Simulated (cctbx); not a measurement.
# What resolution and counting buy: MgAl2Rh3

Space group P6/mmm (no. 191), a = 5.6790 Å, b = 5.6790 Å, c = 2.9130 Å, α = 90.00°, β = 90.00°, γ = 120.00°.

```csv
atom,mult.,x,y,z,Ueq (Å²)
Rh1,3,0,1/2,1/2,0.0231
Al1,2,2/3,1/3,0,0.0243
Mg1,1,0,0,0,0.0335
```

The model is made up (kin elements in a known structure type, no relaxation), so it says nothing on whether the phase exists.

Five simulated data sets (cctbx; Ag Kα, λ = 0.56087 Å; 3 % proportional error) differ in resolution or exposure (noise floor 8 counts in the first three, 8 in the last two). Each is refined with the right model, isotropic at 1.1 Å and anisotropic otherwise. How do the figures of merit and the uncertainties move?

| d min (Å) | top counts | ⟨I/σ⟩ (unmerged, absences included) | unique | param. (scale apart) | Rint | R1 | GooF | largest s.u. xyz (fractional) | s.u. U of Mg1 (Å²) | largest error (Å) |
| --- | --- | --- | --- | --- | --- | --- | --- | --- | --- | --- |
| 1.1 | 40000 | 26.6 | 22 | 3 | 0.027 | 0.0081 | 1.54 | 0.00000 | 0.0020 | 0.0000 |
| 0.84 | 40000 | 23.6 | 44 | 7 | 0.024 | 0.0073 | 0.95 | 0.00000 | 0.0007 | 0.0000 |
| 0.6 | 40000 | 17.6 | 105 | 7 | 0.026 | 0.0074 | 0.87 | 0.00000 | 0.0005 | 0.0000 |
| 0.75 | 300 | 2.1 | 60 | 7 | 0.248 | 0.0504 | 1.20 | 0.00000 | 0.0186 | 0.0000 |
| 0.75 | 3000 | 8.8 | 60 | 7 | 0.049 | 0.0169 | 1.22 | 0.00000 | 0.0028 | 0.0000 |

GooF reaches 1.54 where the model lacks something that the data hold (anisotropy at the isotropic level, for one). The s.u. of U for Mg1 goes 0.0020, 0.0007, 0.0005 Å² with resolution and 0.0186, 0.0028 Å² with exposure.

The 1.1 Å row also differs in its displacement model, so it isn't a clean test of resolution.

Hardware for the 0.6 Å refinement: 0.6 s on 1 thread of Arm Neoverse N1, on a shared host, peak memory 0.09 GiB.

[Logs are printed without paths, hosts, clocks, repeated set-up lines and the standing remarks that a program may print on its own settings, such as how far it seeks lower states.]
